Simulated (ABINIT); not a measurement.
# How the form of the self-energy moves the gap of MgO (Fm-3m)

How much does the gap of MgO (Fm-3m) depend on the approximation to the self-energy?

Main program and level: ABINIT 10.8.3; PBE and many-body steps on it, plane waves.

**What was measured.**

- Gap 7.83 eV: literature experimental gap; bulk crystal (quoted in “Electronic structure of alkaline earth and post-transition metal oxides”, 2009, arxiv:0908.1581).

- Gap 7.83 eV: direct gap at Gamma, low temperature; bulk crystal (literature value) (quoted in “The Band-Gap Studies of Short-Period CdO/MgO Superlattices”, 2021, pmc:8035356).

## 1. Starting point

It takes space group Fm-3m (No. 225, cubic). Conventional cell: a = 4.194 Å, b = 4.194 Å, c = 4.194 Å, α = 90.00°, β = 90.00°, γ = 90.00°. Mg has 6 O at 2.10 Å nearest. Nearest to O lie 6 Mg at 2.10 Å. Farther neighbours and most contacts between anions are not listed.

The cell and positions are those that the Materials Project relaxed with its own functionals (PBE, PBE+U or r2SCAN), kept fixed.

## 2. Empty states on the mesh, 6×6×6 mesh, 92 bands

This step: ABINIT 10.8.3; DFT, PBE, plane waves, norm-conserving pseudopotentials.

The sums over transitions need many empty states on a uniform mesh; this step solves for them.

Input file run.abi:

```
acell 3*1.0 Angstrom
rprim 
  -0.000000000000 2.097001392700 2.097001392700
  2.097001392700 -0.000000000000 2.097001392700
  2.097001392700 2.097001392700 -0.000000000000
ntypat 2
znucl 12 8
natom 2
typat 1 2
xred 
  0.000000000000 0.000000000000 0.000000000000
  0.500000000000 0.500000000000 0.500000000000
pp_dirpath "pseudos"
pseudos "Mg.upf, O.upf"
ecut 38
ngkpt 6 6 6
nshiftk 1
shiftk 0 0 0
kptopt 1
chksymbreak 0
irdden 1
istwfk *1
nband 92
prtvol 0
optdriver 6
gwr_task "HDIAGO"
paral_kgb 0
occopt 1
indata_prefix "in"
outdata_prefix "out"
tmpdata_prefix "tmp"
```

The run is started by

```console
$ OMP_NUM_THREADS=1 mpirun -n 4 abinit run.abi > log
```

Log:

```text
.Version 10.8.3 of ABINIT. v10.8.2 released Aug 2026.

 Symmetries : space group Fm -3 m (#225); Bravais cF (face-center cubic)
[... echo of the input left out ...]
== DATASET  1 ==================================================================
-   mpi_nproc: 4, omp_nthreads: 1 (-1 if OMP is not activated)

--- !DatasetInfo
iteration_state: {dtset: 1, }
dimensions: {natom: 2, nkpt: 16, mband: 92, nsppol: 1, nspinor: 1, nspden: 1, mpw: 1411, }
cutoff_energies: {ecut:  38.0, pawecutdg:  -1.0, }
[...]
Direct band gap semiconductor
 Fundamental gap:     4.895 (eV)
   VBM:     4.841 (eV) at k: [ 0.0000E+00,  0.0000E+00,  0.0000E+00]
   CBM:     9.736 (eV) at k: [ 0.0000E+00,  0.0000E+00,  0.0000E+00]
 Direct gap:         4.895 (eV) at k: [ 0.0000E+00,  0.0000E+00,  0.0000E+00]

== END DATASET(S) ==============================================================
================================================================================

 -outvars: echo values of variables after computation  --------
           etotal      0.0000000000E+00
            nband          92
             nkpt          16
          spgroup         225
 [... the other variables as echoed above ...]

 Calculation completed.
```

Wall time 11 s (4 MPI ranks of Arm Neoverse V1, shared host); peak memory 0.69 GiB.

Numbers from this step:

* gap: 4.895 eV
* k of the valence top: 0, 0, 0
* k of the conduction bottom: 0, 0, 0
* least direct gap: 4.895 eV
* k points computed: 16
* lowest point of the top converged band, above the valence top: 135.4118 eV

On this mesh the gap is 4.895 eV.

The density comes from a self-consistent run that is not shown.

## 3. Screening, 6×6×6 mesh, 84 bands, screening to 228.6 eV

The RPA dielectric matrix is built and inverted for each q.

This step: RPA screening on PBE, plane waves, norm-conserving pseudopotentials.

run.abi, as its differences from that of step 2:

```diff
@@ -20,10 +20,11 @@
 chksymbreak 0
-irdden 1
 istwfk *1
-nband 92
-prtvol 0
-optdriver 6
-gwr_task "HDIAGO"
-paral_kgb 0
 occopt 1
+irdwfk 1
+optdriver 3
+nband 84
+ecuteps 8.4
+inclvkb 2
+awtr 1
+symchi 1
 indata_prefix "in"
```

Log:

```text
.Version 10.8.3 of ABINIT. v10.8.2 released Aug 2026.

 Symmetries : space group Fm -3 m (#225); Bravais cF (face-center cubic)
[... echo of the input left out ...]
== DATASET  1 ==================================================================
-   mpi_nproc: 4, omp_nthreads: 1 (-1 if OMP is not activated)

--- !DatasetInfo
iteration_state: {dtset: 1, }
dimensions: {natom: 2, nkpt: 16, mband: 84, nsppol: 1, nspinor: 1, nspden: 1, mpw: 1411, }
cutoff_energies: {ecut:  38.0, pawecutdg:  -1.0, }
electrons: {nelect:   1.60000000E+01, charge:   0.00000000E+00, occopt:   1.00000000E+00, tsmear:   1.00000000E-02, }

 SCREENING: Calculation of the susceptibility and dielectric matrices

 Based on a program developped by R.W. Godby, V. Olevano, G. Onida, and L. Reining.
 Incorporated in ABINIT by V. Olevano, G.-M. Rignanese, and M. Torrent.
.Using double precision arithmetic ; gwpc =  8

[... cell and pseudopotentials left out ...]
--------------------------------------------------------------------------------

 ==== K-mesh for the wavefunctions ====
 Number of points in the irreducible wedge :    16
[... list of points left out ...]
 Together with 48 symmetry operations and time-reversal symmetry
 yields   216 points in the full Brillouin Zone.

 ==== Q-mesh for the screening function ====
 Number of points in the irreducible wedge :    16
[... list of points left out ...]
 Together with 48 symmetry operations and time-reversal symmetry
 yields   216 points in the full Brillouin Zone.

 setmesh: FFT mesh size selected  =    24x   24x   24
          total number of points  =        13824

 vcoul_init : cutoff-mode = AUXILIARY_FUNCTION
 q-points for optical limit:   1
     1)      0.000010    0.000020    0.000030

- screening: taking advantage of time-reversal symmetry
- Maximum band index for partially occupied states nbvw = 8
- Remaining bands to be divided among processors   nbcw = 76
- Number of bands treated by each node ~19

 Number of electrons calculated from density =   16.0000; Expected =   16.0000
 average of density, n =  0.128557
 r_s =    1.2291
 omega_plasma =   34.5863 [eV]

 calculating chi0 at frequencies [eV] :
  1    0.000000E+00    0.000000E+00
  2    0.000000E+00    3.458631E+01

--------------------------------------------------------------------------------
  q-point number  1        q = ( 0.000000, 0.000000, 0.000000) [r.l.u.]
--------------------------------------------------------------------------------
[... chi0 elements left out ...]
 For q-point:  0.000010 0.000020 0.000030
  dielectric constant =   3.0169
  dielectric constant without local fields =   3.2347

  Average fulfillment of the sum rule on Im[epsilon] for q-point    1 :     68.35  [%]
[... wings left out ...]
  q-point number  2        q = ( 0.166667, 0.000000, 0.000000) [r.l.u.]
--------------------------------------------------------------------------------
[... chi0 elements left out ...]
  Average fulfillment of the sum rule on Im[epsilon] for q-point    2 :     83.67  [%]

 [... 14 further q-points ...]
```

It took 58 s on 4 MPI ranks; peak memory 0.73 GiB.

This step gave:

* ε∞ with local fields, on this mesh, along the program's q direction: 3.017
* the same without local fields: 3.235
* plasma frequency: 34.59 eV
* plane waves in the screening matrix: 137

Local fields lower ε∞ by 7 %.

## 4. G0W0, Godby-Needs plasmon pole

The self-energy is evaluated for the states that the input lists, and the levels follow from it, in one-shot runs by the linearised quasiparticle equation.

This step: G0W0 on PBE, plane waves, norm-conserving pseudopotentials.

run.abi, as its differences from that of step 3:

```diff
@@ -23,8 +23,15 @@
 irdwfk 1
-optdriver 3
+optdriver 4
 nband 84
+gwcalctyp 0
+ecutsigx 38
+symsigma 1
+nkptgw 1
+kptgw 
+  0.0000000000 0.0000000000 0.0000000000
+bdgw 
+  6 12
 ecuteps 8.4
-inclvkb 2
-awtr 1
-symchi 1
+irdscr 1
+ppmodel 1
 indata_prefix "in"
```

Log:

```text
.Version 10.8.3 of ABINIT. v10.8.2 released Aug 2026.

 Symmetries : space group Fm -3 m (#225); Bravais cF (face-center cubic)
[... echo of the input left out ...]
== DATASET  1 ==================================================================
-   mpi_nproc: 4, omp_nthreads: 1 (-1 if OMP is not activated)

--- !DatasetInfo
iteration_state: {dtset: 1, }
dimensions: {natom: 2, nkpt: 16, mband: 84, nsppol: 1, nspinor: 1, nspden: 1, mpw: 1411, }
cutoff_energies: {ecut:  38.0, pawecutdg:  -1.0, }
electrons: {nelect:   1.60000000E+01, charge:   0.00000000E+00, occopt:   1.00000000E+00, tsmear:   1.00000000E-02, }

 SIGMA: Calculation of the GW corrections

 Based on a program developped by R.W. Godby, V. Olevano, G. Onida, and L. Reining.
 Incorporated in ABINIT by V. Olevano, G.-M. Rignanese, and M. Torrent.
.Using double precision arithmetic ; gwpc =  8

[... cell and pseudopotentials left out ...]
--------------------------------------------------------------------------------

 ==== K-mesh for the wavefunctions ====
 Number of points in the irreducible wedge :    16
[... list of points left out ...]
 Together with 48 symmetry operations and time-reversal symmetry
 yields   216 points in the full Brillouin Zone.

 ==== Q-mesh for screening function ====
 Number of points in the irreducible wedge :    16
[... list of points left out ...]
 Together with 48 symmetry operations and time-reversal symmetry
 yields   216 points in the full Brillouin Zone.

 vcoul_init : cutoff-mode = AUXILIARY_FUNCTION
 q-points for optical limit:   1
     1)      0.000010    0.000020    0.000030
 setmesh: FFT mesh size selected  =    32x   32x   32
          total number of points  =        32768

 Number of electrons calculated from density =   16.0000; Expected =   16.0000
 average of density, n =  0.128557
 r_s =    1.2291
 omega_plasma =   34.5863 [eV]

 === KS Band Gaps ===
  >>>> For spin  1
   Minimum direct gap =   4.8948 [eV], located at k-point      :   0.0000  0.0000  0.0000
   Fundamental gap    =   4.8948 [eV], Top of valence bands at :   0.0000  0.0000  0.0000
                                       Bottom of conduction at :   0.0000  0.0000  0.0000
 SIGMA fundamental parameters:
 PLASMON POLE MODEL  1
 number of plane-waves for SigmaX                 1411
 number of plane-waves for SigmaC and W            137
 number of plane-waves for wavefunctions          1411
 number of bands                                    84
 number of independent spin polarizations            1
 number of spinorial components                      1
 number of k-points in IBZ                          16
 number of q-points in IBZ                          16
 number of symmetry operations                      48
 number of k-points in BZ                          216
 number of q-points in BZ                          216
 number of frequencies for dSigma/dE                 9
 frequency step for dSigma/dE [eV]                0.25
 number of omega for Sigma on real axis              0
 max omega for Sigma on real axis  [eV]           0.00
 zcut for avoiding poles [eV]                     0.10

 EPSILON^-1 parameters (SCR file):
 dimension of the eps^-1 matrix on file            137
 dimension of the eps^-1 matrix used               137
 number of plane-waves for wavefunctions          1411
 number of bands                                    84
 number of q-points in IBZ                          16
 number of frequencies                               2
 number of real frequencies                          1
 number of imag frequencies                          1

 matrix elements of self-energy operator (all in [eV])

 Perturbative Calculation

--- !SelfEnergy_ee
iteration_state: {dtset: 1, }
kpoint     : [   0.000,    0.000,    0.000, ]
spin       : 1
KS_gap     :    4.895
QP_gap     :    7.184
Delta_QP_KS:    2.289
data: !SigmaeeData |
     Band     E0 <VxcDFT>   SigX SigC(E0)      Z dSigC/dE  Sig(E)    E-E0       E
        6   4.841 -20.153 -25.631   3.832   0.808  -0.237 -21.484  -1.331   3.510
        7   4.841 -20.153 -25.631   3.832   0.808  -0.237 -21.484  -1.331   3.510
        8   4.841 -20.153 -25.631   3.832   0.808  -0.237 -21.484  -1.331   3.510
        9   9.736 -13.562  -8.944  -3.497   0.856  -0.169 -12.603   0.959  10.694
       10  20.877  -9.643  -3.728  -4.598   0.864  -0.157  -8.505   1.138  22.015
       11  20.877  -9.643  -3.728  -4.598   0.864  -0.157  -8.505   1.138  22.015
       12  20.877  -9.643  -3.728  -4.598   0.864  -0.157  -8.505   1.138  22.015

== END DATASET(S) ==============================================================
================================================================================

 -outvars: echo values of variables after computation  --------
           etotal      0.0000000000E+00
            nband          84
             nkpt          16
          spgroup         225
 [... the other variables as echoed above ...]

 Calculation completed.
```

Elapsed: 4.6 s, on 4 MPI ranks; peak memory 0.53 GiB; 18 s of CPU time.

Numbers from this step:

| Item | Value |
| --- | --- |
| G0W0 gap on the points computed | 7.184 eV |
| starting gap on the mesh | 4.895 eV |
| k of the valence top | 0, 0, 0 |
| k of the conduction bottom | 0, 0, 0 |
| Z at the valence top | 0.808 |
| Z at the conduction bottom | 0.856 |
| least direct G0W0 gap on the computed points | 7.184 eV |

The gap on the mesh goes from 4.89 eV to 7.18 eV, a correction of +2.29 eV.

## 5. G0W0, Hybertsen-Louie plasmon pole

run.abi, as its differences from that of step 4:

```diff
@@ -35,3 +35,3 @@
 irdscr 1
-ppmodel 1
+ppmodel 2
 indata_prefix "in"
```

Log:

```text
.Version 10.8.3 of ABINIT. v10.8.2 released Aug 2026.

 Symmetries : space group Fm -3 m (#225); Bravais cF (face-center cubic)
[... echo of the input left out ...]
== DATASET  1 ==================================================================
-   mpi_nproc: 4, omp_nthreads: 1 (-1 if OMP is not activated)

--- !DatasetInfo
iteration_state: {dtset: 1, }
dimensions: {natom: 2, nkpt: 16, mband: 84, nsppol: 1, nspinor: 1, nspden: 1, mpw: 1411, }
cutoff_energies: {ecut:  38.0, pawecutdg:  -1.0, }
electrons: {nelect:   1.60000000E+01, charge:   0.00000000E+00, occopt:   1.00000000E+00, tsmear:   1.00000000E-02, }

 SIGMA: Calculation of the GW corrections

 Based on a program developped by R.W. Godby, V. Olevano, G. Onida, and L. Reining.
 Incorporated in ABINIT by V. Olevano, G.-M. Rignanese, and M. Torrent.
.Using double precision arithmetic ; gwpc =  8

[... cell and pseudopotentials left out ...]
--------------------------------------------------------------------------------

 ==== K-mesh for the wavefunctions ====
 Number of points in the irreducible wedge :    16
[... list of points left out ...]
 Together with 48 symmetry operations and time-reversal symmetry
 yields   216 points in the full Brillouin Zone.

 ==== Q-mesh for screening function ====
 Number of points in the irreducible wedge :    16
[... list of points left out ...]
 Together with 48 symmetry operations and time-reversal symmetry
 yields   216 points in the full Brillouin Zone.

 vcoul_init : cutoff-mode = AUXILIARY_FUNCTION
 q-points for optical limit:   1
     1)      0.000010    0.000020    0.000030
 setmesh: FFT mesh size selected  =    32x   32x   32
          total number of points  =        32768

 Number of electrons calculated from density =   16.0000; Expected =   16.0000
[...]
number of q-points in BZ                          216
 number of frequencies for dSigma/dE                 9
 frequency step for dSigma/dE [eV]                0.25
 number of omega for Sigma on real axis              0
 max omega for Sigma on real axis  [eV]           0.00
 zcut for avoiding poles [eV]                     0.10

 EPSILON^-1 parameters (SCR file):
 dimension of the eps^-1 matrix on file            137
 dimension of the eps^-1 matrix used               137
 number of plane-waves for wavefunctions          1411
 number of bands                                    84
 number of q-points in IBZ                          16
 number of frequencies                               2
 number of real frequencies                          1
 number of imag frequencies                          1

 matrix elements of self-energy operator (all in [eV])

 Perturbative Calculation

--- !SelfEnergy_ee
iteration_state: {dtset: 1, }
kpoint     : [   0.000,    0.000,    0.000, ]
spin       : 1
KS_gap     :    4.895
QP_gap     :    7.550
Delta_QP_KS:    2.655
data: !SigmaeeData |
     Band     E0 <VxcDFT>   SigX SigC(E0)      Z dSigC/dE  Sig(E)    E-E0       E
        6   4.841 -20.153 -25.631   3.086   0.887  -0.127 -22.276  -2.122   2.719
        7   4.841 -20.153 -25.631   3.086   0.887  -0.127 -22.276  -2.122   2.719
        8   4.841 -20.153 -25.631   3.086   0.887  -0.127 -22.276  -2.122   2.719
        9   9.736 -13.562  -8.944  -4.026   0.901  -0.110 -13.029   0.532  10.268
       10  20.877  -9.643  -3.728  -4.991   0.905  -0.105  -8.807   0.836  21.713
       11  20.877  -9.643  -3.728  -4.991   0.905  -0.105  -8.807   0.836  21.713
       12  20.877  -9.643  -3.728  -4.991   0.905  -0.105  -8.807   0.836  21.713

== END DATASET(S) ==============================================================
================================================================================

 -outvars: echo values of variables after computation  --------
           etotal      0.0000000000E+00
            nband          84
             nkpt          16
          spgroup         225
 [... the other variables as echoed above ...]

 Calculation completed.
```

Wall time 4.5 s (4 MPI ranks); peak memory 0.53 GiB; 18 s of CPU time.

Numbers from this step:

| Property | Result |
| --- | --- |
| G0W0 gap on the points computed | 7.549 eV |
| starting gap on the mesh | 4.895 eV |
| k of the valence top | 0, 0, 0 |
| k of the conduction bottom | 0, 0, 0 |
| Z at the valence top | 0.887 |
| Z at the conduction bottom | 0.901 |
| least direct G0W0 gap on the computed points | 7.549 eV |

Against G0W0 in ABINIT (6×6×6 mesh, 84 bands, screening to 228.6 eV, Godby-Needs plasmon pole), the gap moves by +0.365 eV.

## 6. G0W0, von der Linden-Horsch plasmon pole

run.abi, as its differences from that of step 5:

```diff
@@ -35,3 +35,3 @@
 irdscr 1
-ppmodel 2
+ppmodel 3
 indata_prefix "in"
```

Log:

```text
.Version 10.8.3 of ABINIT. v10.8.2 released Aug 2026.

 Symmetries : space group Fm -3 m (#225); Bravais cF (face-center cubic)
[... echo of the input left out ...]
== DATASET  1 ==================================================================
-   mpi_nproc: 4, omp_nthreads: 1 (-1 if OMP is not activated)

--- !DatasetInfo
iteration_state: {dtset: 1, }
dimensions: {natom: 2, nkpt: 16, mband: 84, nsppol: 1, nspinor: 1, nspden: 1, mpw: 1411, }
cutoff_energies: {ecut:  38.0, pawecutdg:  -1.0, }
[...]
10  20.877  -9.643  -3.728  -5.004   0.920  -0.087  -8.806   0.837  21.714
       11  20.877  -9.643  -3.728  -5.004   0.920  -0.087  -8.806   0.837  21.714
       12  20.877  -9.643  -3.728  -5.004   0.920  -0.087  -8.806   0.837  21.714

== END DATASET(S) ==============================================================
================================================================================

 -outvars: echo values of variables after computation  --------
           etotal      0.0000000000E+00
            nband          84
             nkpt          16
          spgroup         225
 [... the other variables as echoed above ...]

 Calculation completed.
```

Run time: 3.3 s. Hardware: 4 MPI ranks; peak memory 0.63 GiB; 13 s of CPU time.

Numbers from this step:

| Quantity | Value |
| --- | --- |
| G0W0 gap on the points computed | 7.36 eV |
| starting gap on the mesh | 4.895 eV |
| k of the valence top | 0, 0, 0 |
| k of the conduction bottom | 0, 0, 0 |
| least direct G0W0 gap on the computed points | 7.36 eV |

Against G0W0 in ABINIT (6×6×6 mesh, 84 bands, screening to 228.6 eV, Godby-Needs plasmon pole), the gap moves by +0.176 eV.

## 7. G0W0, Engel-Farid plasmon pole

run.abi, as its differences from that of step 6:

```diff
@@ -35,3 +35,3 @@
 irdscr 1
-ppmodel 3
+ppmodel 4
 indata_prefix "in"
```

Log:

```text
.Version 10.8.3 of ABINIT. v10.8.2 released Aug 2026.

 Symmetries : space group Fm -3 m (#225); Bravais cF (face-center cubic)
[... echo of the input left out ...]
== DATASET  1 ==================================================================
-   mpi_nproc: 4, omp_nthreads: 1 (-1 if OMP is not activated)

--- !DatasetInfo
iteration_state: {dtset: 1, }
dimensions: {natom: 2, nkpt: 16, mband: 84, nsppol: 1, nspinor: 1, nspden: 1, mpw: 1411, }
cutoff_energies: {ecut:  38.0, pawecutdg:  -1.0, }
[...]
10  20.877  -9.643  -3.728  -4.729   0.877  -0.140  -8.603   1.040  21.917
       11  20.877  -9.643  -3.728  -4.729   0.877  -0.140  -8.603   1.040  21.917
       12  20.877  -9.643  -3.728  -4.729   0.877  -0.140  -8.603   1.040  21.917

== END DATASET(S) ==============================================================
================================================================================

 -outvars: echo values of variables after computation  --------
           etotal      0.0000000000E+00
            nband          84
             nkpt          16
          spgroup         225
 [... the other variables as echoed above ...]

 Calculation completed.
```

Run time: 3.3 s. Hardware: 4 MPI ranks; peak memory 0.62 GiB; 13 s of CPU time.

Numbers from this step:

* G0W0 gap on the points computed: 7.278 eV
* starting gap on the mesh: 4.895 eV
* k of the valence top: 0, 0, 0
* k of the conduction bottom: 0, 0, 0
* least direct G0W0 gap on the computed points: 7.278 eV

Against G0W0 in ABINIT (6×6×6 mesh, 84 bands, screening to 228.6 eV, Godby-Needs plasmon pole), the gap moves by +0.094 eV.

(Continued in part 2 of 2.)

[Paths, hosts, dates, memory and timing lines, banners, echoed tables and standing remarks are left out of the program output.]

[Logs are printed without paths, hosts, clocks, repeated set-up lines and the standing remarks that a program may print on its own settings, such as how far it seeks lower states.]

[Runs of the session that timed out or met a known fault of the program may be left out.]

[No measured gap is set beside runs whose start may be inverted or whose files or cutoffs have a known fault.]

[Hosts, paths, dates, database ids (printed as entryN), source tags and the programs' standing remarks are cut or masked in the printed files.]

[G0W0 gaps are taken among the corrected bands and points alone; a level outside them can change the order at an edge.]

[Where Ansatz stands beside ABINIT at settings called matched, ABINIT's density can come from a denser mesh and the files from another edition; pairs whose starting gaps differed by over 0.03 eV were left out, so agreement reads better than it is.]
